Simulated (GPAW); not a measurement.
# Core-hole calculation of the Zr L₃ edge in ZrS (Fm-3m)

How does the Zr L₃ edge of ZrS (Fm-3m) move when the bonds are compressed or stretched?

Main program and level: GPAW 26.7.0; X-ray absorption from dipole matrix elements to empty bands, plane-wave PAW LDA.

Most raw output is cut from this account.

The database entry behind the starting cell differs from later determinations by our own check (an axis about 1.9 % long against later determinations), so it need not match the best structure at ambient conditions.

## 1. The starting structure

It takes space group Fm-3m (No. 225, cubic). The conventional cell has a = 5.250 Å, b = 5.250 Å, c = 5.250 Å, α = 90.00°, β = 90.00°, γ = 90.00°. Zr has 6 S at 2.62 Å nearest. S has 6 Zr at 2.62 Å nearest. Farther neighbours and most contacts between anions are not listed.

## 2. Ground state of the crystal

A plain self-consistent run shows whether there is a gap, which decides the set-up of the core-hole run.

Input file scf.py:

```python
import numpy as np
from ase import Atoms
from ase.parallel import parprint, paropen
from gpaw import GPAW, PW, FermiDirac, Mixer, MixerDif, setup_paths
from gpaw.test import gen
setup_paths.insert(0, '.')
gen('Zr', name='nch2p', xcname='LDA', corehole=(2, 1, 0), write_xml=True)
from gpaw.mpi import world
world.barrier()

atoms = Atoms('ZrS',
    cell=[[0, 2.625, 2.625],
     [2.625, 0, 2.625],
     [2.625, 2.625, 0]],
    scaled_positions=[[0, 0, 0],
     [0.5, 0.5, 0.5]],
    pbc=True)
atoms.calc = calc = GPAW(legacy_gpaw=True, mode=PW(430, force_complex_dtype=True), xc='LDA', setups={0: 'nch2p'},
    kpts={'size': (8, 8, 8), 'gamma': True}, occupations=FermiDirac(0.05),
    charge=0, mixer=Mixer(0.1, 5, 50), maxiter=150,
    convergence={'density': 0.0001, 'eigenstates': 1e-6}, txt='scf.txt')
energy = atoms.get_potential_energy() + calc.get_reference_energy()
ef = calc.get_fermi_level()
out = dict(energy=energy, fermi=ef, forces=atoms.get_forces().tolist())
parprint(f'all-electron energy {energy:.4f} eV, Fermi level {ef:.4f} eV')
ev = np.array([[calc.get_eigenvalues(k, s) for k in range(len(calc.get_ibz_k_points()))] for s in range(calc.get_number_of_spins())])
out['homo'], out['lumo'], out['counts'] = ev[ev < ef].max(), ev[ev > ef].min(), sorted(set((ev < ef).sum((0, 2)).tolist()))
out['filled'] = (ev[:, 0] < ef).sum(1).tolist()
import json
with paropen('out.json', 'w') as f:
    json.dump(out, f)
```

Started as:

```bash
OMP_NUM_THREADS=1 mpirun -n 4 gpaw python scf.py
```

The job ended after 6.7 s (4 MPI ranks of Arm Neoverse V1, shared host; peak memory 0.16 GiB).

The mesh shows no gap, so the system is treated as a metal and the core electron is put at the Fermi level (neutral cell).

## 3. Supercell without a hole, the energy reference

The photon energy needs a difference of total energies, so the cell and mesh of the coming hole run are first run without a hole.

scf.py: that of step 2 with these lines changed.

```diff
@@ -10,11 +10,21 @@
 
-atoms = Atoms('ZrS',
-    cell=[[0, 2.625, 2.625],
-     [2.625, 0, 2.625],
-     [2.625, 2.625, 0]],
+atoms = Atoms('Zr6S6',
+    cell=[[2.625, 5.25, 2.625],
+     [5.25, -2.625, -2.625],
+     [2.625, 2.625, -5.25]],
     scaled_positions=[[0, 0, 0],
-     [0.5, 0.5, 0.5]],
+     [0.5, 0.16666667, 0.16666667],
+     [0, 0.33333333, 0.33333333],
+     [0.5, 0.5, 0.5],
+     [0, 0.66666667, 0.66666667],
+     [0.5, 0.83333333, 0.83333333],
+     [0.75, 0.25, 0.75],
+     [0.25, 0.41666667, 0.91666667],
+     [0.75, 0.58333333, 0.08333333],
+     [0.25, 0.75, 0.25],
+     [0.75, 0.91666667, 0.41666667],
+     [0.25, 0.08333333, 0.58333333]],
     pbc=True)
 atoms.calc = calc = GPAW(legacy_gpaw=True, mode=PW(430, force_complex_dtype=True), xc='LDA', setups={0: 'nch2p'},
-    kpts={'size': (8, 8, 8), 'gamma': True}, occupations=FermiDirac(0.05),
+    kpts={'size': (4, 4, 4), 'gamma': True}, occupations=FermiDirac(0.1),
     charge=0, mixer=Mixer(0.1, 5, 50), maxiter=150,
```

Run time: 52 s. Hardware: 4 MPI ranks; peak memory 0.31 GiB.

Reference energy: -651762.690 eV with the cores included.

## 4. Spectrum with XCH, Zr atom 1

The holes are 6.4 Å apart. In GPAW the data set carries the hole's charge, so charge=0 means a charged cell and charge=-1 a neutral one. The excited electron is kept in the cell, where it fills the lowest empty states and screens the hole. After the field has converged, empty bands are computed with the density fixed and the dipole matrix elements are summed.

The absorber has 6 S at 2.62 Å (octahedral, site symmetry m-3m).

Input file xas.py:

```python
import numpy as np
from ase import Atoms
from ase.parallel import parprint, paropen
from gpaw import GPAW, PW, FermiDirac, Mixer, MixerDif, setup_paths
from gpaw.test import gen
setup_paths.insert(0, '.')
gen('Zr', name='fch2p', xcname='LDA', corehole=(2, 1, 1), write_xml=True)
from gpaw.mpi import world
world.barrier()

atoms = Atoms('Zr6S6',
    cell=[[2.625, 5.25, 2.625],
     [5.25, -2.625, -2.625],
     [2.625, 2.625, -5.25]],
    scaled_positions=[[0, 0, 0],
     [0.5, 0.16666667, 0.16666667],
     [0, 0.33333333, 0.33333333],
     [0.5, 0.5, 0.5],
     [0, 0.66666667, 0.66666667],
     [0.5, 0.83333333, 0.83333333],
     [0.75, 0.25, 0.75],
     [0.25, 0.41666667, 0.91666667],
     [0.75, 0.58333333, 0.08333333],
     [0.25, 0.75, 0.25],
     [0.75, 0.91666667, 0.41666667],
     [0.25, 0.08333333, 0.58333333]],
    pbc=True)
atoms.calc = calc = GPAW(legacy_gpaw=True, mode=PW(430, force_complex_dtype=True), xc='LDA', setups={0: 'fch2p'},
    kpts={'size': (4, 4, 4), 'gamma': True}, occupations=FermiDirac(0.1),
    charge=-1, mixer=Mixer(0.1, 5, 50), maxiter=150,
    convergence={'density': 0.0001, 'eigenstates': 1e-6}, txt='scf.txt')
energy = atoms.get_potential_energy() + calc.get_reference_energy()
ef = calc.get_fermi_level()
out = dict(energy=energy, fermi=ef, forces=atoms.get_forces().tolist())
parprint(f'all-electron energy {energy:.4f} eV, Fermi level {ef:.4f} eV')
ev = np.array([[calc.get_eigenvalues(k, s) for k in range(len(calc.get_ibz_k_points()))] for s in range(calc.get_number_of_spins())])
out['homo'], out['lumo'], out['counts'] = ev[ev < ef].max(), ev[ev > ef].min(), sorted(set((ev < ef).sum((0, 2)).tolist()))
out['filled'] = (ev[:, 0] < ef).sum(1).tolist()

from ase.units import Ha
from gpaw.xas import dipole_matrix_elements
nb = int(calc.get_number_of_electrons() / 2) + 162
top, nb = nb, nb + 8 + nb // 12
nscf = calc.fixed_density(kpts={'size': (4, 4, 4), 'gamma': True}, nbands=nb,
    convergence={'bands': top, 'eigenstates': 5e-3}, maxiter=60, txt='nscf.txt')
cell = atoms.cell.array
ops = [cell.T @ U.T @ np.linalg.inv(cell.T) for U in nscf.wfs.kd.symmetry.op_scc]
E = np.arange(-6, 34, 0.1)
fwhm = np.interp(E, [4, 25], [1.57, 3.5])
Y, X, zero, highest = 0, 0, 1e9, 1e9
for spin in range(nscf.get_number_of_spins()):
    wfs = nscf.wfs
    mine = wfs.bd.get_slice()  # this rank's bands
    A = dipole_matrix_elements(wfs.setups[0])
    eps = np.zeros((wfs.kd.nibzkpts, nb))
    d = np.zeros((3, A.shape[1], wfs.kd.nibzkpts, nb), complex)
    for kpt in wfs.kpt_u:
        if kpt.s == spin and 0 in kpt.P_ani:
            eps[kpt.k, mine] = kpt.eps_n * Ha
            d[:, :, kpt.k, mine] = (kpt.weight * wfs.nspins / 2) ** 0.5 * np.inner(A, kpt.P_ani[0])
    world.sum(eps)
    world.sum(d)
    T = np.einsum('amkn,bmkn->abkn', d, d.conj()).real
    T = sum(np.einsum('ai,ijkn,bj->abkn', R, T, R) for R in ops) / len(ops)
    empty = eps > ef
    zero, highest = min(zero, eps[empty].min()), min(highest, eps[:, top - 1].min())
    lines = [(eps, T, empty)] if spin == 0 else lines + [(eps, T, empty)]
for eps, T, empty in lines:
    f = np.einsum('aakn->akn', T).reshape(3, -1)
    x = eps.ravel() - zero
    w = np.interp(x, E, fwhm) / 2.35482
    g = np.exp(-0.5 * ((E[:, None] - x) / w) ** 2) / (w * (2 * np.pi) ** 0.5)
    Y = Y + (f * empty.ravel()) @ g.T
    X = X + (f * ~empty.ravel()) @ g.T
out.update(E=E.round(2).tolist(), xas=Y.tolist(), xes=X.tolist(), zero=zero, valid=highest - zero, nk=len(eps), nb=nb)
for i in range(0, len(E), 10):
    parprint(f'{E[i]:7.2f}', *(f'{v:10.3e}' for v in Y[:, i]))
import json
with paropen('out.json', 'w') as f:
    json.dump(out, f)
```

Started as:

```bash
OMP_NUM_THREADS=1 mpirun -n 4 gpaw python xas.py
```

Run time: 3.2 min. Hardware: 4 MPI ranks; peak memory 0.52 GiB.

The Zr L₃ spectrum, Zr atom 1, excited-electron core hole (neutral cell) (energy from the lowest empty level; intensity scaled to a mean of 1 over the first 20 eV):

| E (eV) | intensity |
| --- | --- |
| -2.0 | 0.01 |
| -1.4 | 0.08 |
| -0.8 | 0.51 |
| -0.2 | 1.78 |
| 0.4 | 3.48 |
| 1.0 | 4.25 |
| 1.6 | 3.68 |
| 2.2 | 2.58 |
| 2.8 | 1.63 |
| 3.4 | 1.00 |
| 4.0 | 0.68 |
| 4.6 | 0.61 |
| 5.2 | 0.61 |
| 5.8 | 0.59 |
| 6.4 | 0.64 |
| 7.0 | 0.80 |
| 7.6 | 0.93 |
| 8.2 | 0.95 |
| 8.8 | 0.87 |
| 9.4 | 0.77 |
| 10.0 | 0.70 |
| 10.6 | 0.65 |
| 11.2 | 0.58 |
| 11.8 | 0.49 |
| 12.4 | 0.41 |
| 13.0 | 0.37 |
| 13.6 | 0.35 |
| 14.2 | 0.38 |
| 14.8 | 0.43 |
| 15.4 | 0.50 |
| 16.0 | 0.57 |
| 16.6 | 0.61 |
| 17.2 | 0.63 |
| 17.8 | 0.64 |
| 18.4 | 0.62 |
| 19.0 | 0.57 |
| 19.6 | 0.51 |
| 20.2 | 0.44 |
| 20.8 | 0.41 |
| 21.4 | 0.41 |
| 22.0 | 0.43 |
| 22.6 | 0.46 |
| 23.2 | 0.48 |
| 23.8 | 0.49 |
| 24.4 | 0.48 |
| 25.0 | 0.47 |
| 25.6 | 0.47 |
| 26.2 | 0.50 |
| 26.8 | 0.54 |
| 27.4 | 0.59 |
| 28.0 | 0.63 |
| 28.6 | 0.67 |
| 29.2 | 0.69 |
| 29.8 | 0.68 |
| 30.4 | 0.64 |
| 31.0 | 0.59 |
| 31.6 | 0.54 |

Main maxima below 30 eV (height): 1.0 eV (4.25), 8.0 eV (0.96), 17.6 eV (0.64) and 29.2 eV (0.69). At an L edge the dipole rule selects empty d (and weakly s) states on the absorber, and the strong line at the onset measures the empty part of its d band.

The energy difference (zero at 2241 eV) isn't read as a photon energy: for so heavy an absorber the terms left out (core spin–orbit splitting, the hole's spin, the functional's error) amount to tens of eV or more.

## 5. Reference energy of the supercell

The cell changes for the next run, so it gets a reference energy of its own.

The cell differs from the one that the last finished run ended in (a 6.430 → 6.231 Å, b 6.430 → 6.231 Å, c 6.430 → 6.231 Å).

scf.py: that of step 3 with these lines changed.

```diff
@@ -11,5 +11,5 @@
 atoms = Atoms('Zr6S6',
-    cell=[[2.625, 5.25, 2.625],
-     [5.25, -2.625, -2.625],
-     [2.625, 2.625, -5.25]],
+    cell=[[2.54376178, 5.08752357, 2.54376178],
+     [5.08752357, -2.54376178, -2.54376178],
+     [2.54376178, 2.54376178, -5.08752357]],
     scaled_positions=[[0, 0, 0],
```

Started as:

```bash
OMP_NUM_THREADS=1 mpirun -n 4 gpaw python scf.py
```

Wall time 72 s (4 MPI ranks); peak memory 0.29 GiB; 4.8 min of CPU time.

Reference energy: -651763.121 eV with the cores included.

## 6. Spectrum with XCH, Zr atom 1

Shorter bonds are expected to push antibonding states and scattering resonances up, and longer ones down; the cell is scaled to test that.

Changed against the first core-hole run: volume scale from 1 to 0.91.

xas.py: that of step 4 with these lines changed.

```diff
@@ -11,5 +11,5 @@
 atoms = Atoms('Zr6S6',
-    cell=[[2.625, 5.25, 2.625],
-     [5.25, -2.625, -2.625],
-     [2.625, 2.625, -5.25]],
+    cell=[[2.54376178, 5.08752357, 2.54376178],
+     [5.08752357, -2.54376178, -2.54376178],
+     [2.54376178, 2.54376178, -5.08752357]],
     scaled_positions=[[0, 0, 0],
@@ -41,3 +41,3 @@
 from gpaw.xas import dipole_matrix_elements
-nb = int(calc.get_number_of_electrons() / 2) + 162
+nb = int(calc.get_number_of_electrons() / 2) + 150
 top, nb = nb, nb + 8 + nb // 12
```

Started as:

```bash
OMP_NUM_THREADS=1 mpirun -n 4 gpaw python xas.py
```

Wall time 3.4 min (4 MPI ranks); peak memory 0.48 GiB.

| E (eV) | first run | this run |
| --- | --- | --- |
| -2.0 | 0.01 | 0.00 |
| -1.0 | 0.29 | 0.23 |
| 0.0 | 2.36 | 1.90 |
| 1.0 | 4.25 | 3.73 |
| 2.0 | 2.95 | 3.01 |
| 3.0 | 1.38 | 1.68 |
| 4.0 | 0.68 | 0.87 |
| 5.0 | 0.61 | 0.57 |
| 6.0 | 0.59 | 0.64 |
| 7.0 | 0.80 | 0.74 |
| 8.0 | 0.96 | 0.95 |
| 9.0 | 0.84 | 0.94 |
| 10.0 | 0.70 | 0.82 |
| 11.0 | 0.61 | 0.72 |
| 12.0 | 0.46 | 0.58 |
| 13.0 | 0.37 | 0.43 |
| 14.0 | 0.36 | 0.36 |
| 15.0 | 0.46 | 0.36 |
| 16.0 | 0.57 | 0.46 |
| 17.0 | 0.63 | 0.55 |
| 18.0 | 0.64 | 0.59 |
| 19.0 | 0.57 | 0.61 |
| 20.0 | 0.46 | 0.58 |
| 21.0 | 0.40 | 0.48 |
| 22.0 | 0.43 | 0.40 |
| 23.0 | 0.48 | 0.39 |
| 24.0 | 0.48 | 0.44 |
| 25.0 | 0.47 | 0.46 |
| 26.0 | 0.49 | 0.45 |
| 27.0 | 0.55 | 0.44 |
| 28.0 | 0.63 | 0.47 |
| 29.0 | 0.69 | 0.55 |
| 30.0 | 0.67 | 0.63 |
| 31.0 | 0.59 | 0.67 |

Against the first run the r.m.s. difference is 14 %. The highest intensity below 24 eV goes from 1.0 eV (4.25) to 1.2 eV (3.77).

The photon energy of the zero moves by -0.28 eV.

## 7. Reference energy of the supercell

The cell differs from the one that the last finished run ended in (a 6.231 → 6.365 Å, b 6.231 → 6.365 Å, c 6.231 → 6.365 Å).

scf.py: that of step 5 with these lines changed.

```diff
@@ -11,5 +11,5 @@
 atoms = Atoms('Zr6S6',
-    cell=[[2.54376178, 5.08752357, 2.54376178],
-     [5.08752357, -2.54376178, -2.54376178],
-     [2.54376178, 2.54376178, -5.08752357]],
+    cell=[[2.59848304, 5.19696607, 2.59848304],
+     [5.19696607, -2.59848304, -2.59848304],
+     [2.59848304, 2.59848304, -5.19696607]],
     scaled_positions=[[0, 0, 0],
```

Started as:

```bash
OMP_NUM_THREADS=1 mpirun -n 4 gpaw python scf.py
```

Wall time 58 s (4 MPI ranks); peak memory 0.31 GiB.

Reference energy: -651763.006 eV with the cores included.

## 8. Spectrum with XCH, Zr atom 1

Changed against the first core-hole run: volume scale from 1 to 0.97.

xas.py: that of step 6 with these lines changed.

```diff
@@ -11,5 +11,5 @@
 atoms = Atoms('Zr6S6',
-    cell=[[2.54376178, 5.08752357, 2.54376178],
-     [5.08752357, -2.54376178, -2.54376178],
-     [2.54376178, 2.54376178, -5.08752357]],
+    cell=[[2.59848304, 5.19696607, 2.59848304],
+     [5.19696607, -2.59848304, -2.59848304],
+     [2.59848304, 2.59848304, -5.19696607]],
     scaled_positions=[[0, 0, 0],
@@ -41,3 +41,3 @@
 from gpaw.xas import dipole_matrix_elements
-nb = int(calc.get_number_of_electrons() / 2) + 150
+nb = int(calc.get_number_of_electrons() / 2) + 158
 top, nb = nb, nb + 8 + nb // 12
```

Started as:

```bash
OMP_NUM_THREADS=1 mpirun -n 4 gpaw python xas.py
```

The job ended after 3.1 min (4 MPI ranks; peak memory 0.52 GiB).

| E (eV) | first run | this run |
| --- | --- | --- |
| -2.0 | 0.01 | 0.01 |
| -1.0 | 0.29 | 0.27 |
| 0.0 | 2.36 | 2.21 |
| 1.0 | 4.25 | 4.09 |
| 2.0 | 2.95 | 2.98 |
| 3.0 | 1.38 | 1.49 |
| 4.0 | 0.68 | 0.72 |
| 5.0 | 0.61 | 0.60 |
| 6.0 | 0.59 | 0.61 |
| 7.0 | 0.80 | 0.77 |
| 8.0 | 0.96 | 0.96 |
| 9.0 | 0.84 | 0.87 |
| 10.0 | 0.70 | 0.73 |
| 11.0 | 0.61 | 0.64 |
| 12.0 | 0.46 | 0.49 |
| 13.0 | 0.37 | 0.38 |
| 14.0 | 0.36 | 0.35 |
| 15.0 | 0.46 | 0.42 |
| 16.0 | 0.57 | 0.53 |
| 17.0 | 0.63 | 0.60 |
| 18.0 | 0.64 | 0.63 |
| 19.0 | 0.57 | 0.60 |
| 20.0 | 0.46 | 0.50 |
| 21.0 | 0.40 | 0.41 |
| 22.0 | 0.43 | 0.41 |
| 23.0 | 0.48 | 0.45 |
| 24.0 | 0.48 | 0.48 |
| 25.0 | 0.47 | 0.46 |
| 26.0 | 0.49 | 0.46 |
| 27.0 | 0.55 | 0.50 |
| 28.0 | 0.63 | 0.58 |
| 29.0 | 0.69 | 0.66 |
| 30.0 | 0.67 | 0.68 |
| 31.0 | 0.59 | 0.63 |
| 32.0 | 0.52 | 0.54 |

The scaled spectrum changes by 4 % r.m.s. The highest intensity below 24 eV stays at 1.0 eV.

The photon energy of the zero moves by -0.08 eV.

## 9. Supercell without a hole, the energy reference

The cell and mesh change for the next run, so it gets a reference energy of its own.

The cell differs from the one that the last finished run ended in (a 6.365 → 6.556 Å, b 6.365 → 6.556 Å, c 6.365 → 6.556 Å).

scf.py: that of step 7 with these lines changed.

```diff
@@ -11,5 +11,5 @@
 atoms = Atoms('Zr6S6',
-    cell=[[2.59848304, 5.19696607, 2.59848304],
-     [5.19696607, -2.59848304, -2.59848304],
-     [2.59848304, 2.59848304, -5.19696607]],
+    cell=[[2.67648366, 5.35296732, 2.67648366],
+     [5.35296732, -2.67648366, -2.67648366],
+     [2.67648366, 2.67648366, -5.35296732]],
     scaled_positions=[[0, 0, 0],
@@ -28,3 +28,3 @@
 atoms.calc = calc = GPAW(legacy_gpaw=True, mode=PW(430, force_complex_dtype=True), xc='LDA', setups={0: 'nch2p'},
-    kpts={'size': (4, 4, 4), 'gamma': True}, occupations=FermiDirac(0.1),
+    kpts={'size': (3, 4, 4), 'gamma': True}, occupations=FermiDirac(0.1),
     charge=0, mixer=Mixer(0.1, 5, 50), maxiter=150,
```

Started as:

```bash
OMP_NUM_THREADS=1 mpirun -n 4 gpaw python scf.py
```

Elapsed: 44 s, on 4 MPI ranks; peak memory 0.29 GiB.

Reference energy: -651761.655 eV with the cores included.

(Part 1 of 2 ends here.)

[Logs are printed without paths, hosts, clocks, repeated set-up lines and the standing remarks that a program may print on its own settings, such as how far it seeks lower states.]

[Hosts, paths, dates, database ids (printed as entryN), source tags and the programs' standing remarks are cut or masked in the printed files.]

[Lists of maxima count a maximum above −3 eV only where it reaches 4 % of the highest in the window and stands out from its surroundings by 2 % of it (1.5 % where it reaches 55 %); shoulders and weaker maxima are passed over, and of the rest the first, up to two pre-edge ones and the few strongest are named.]
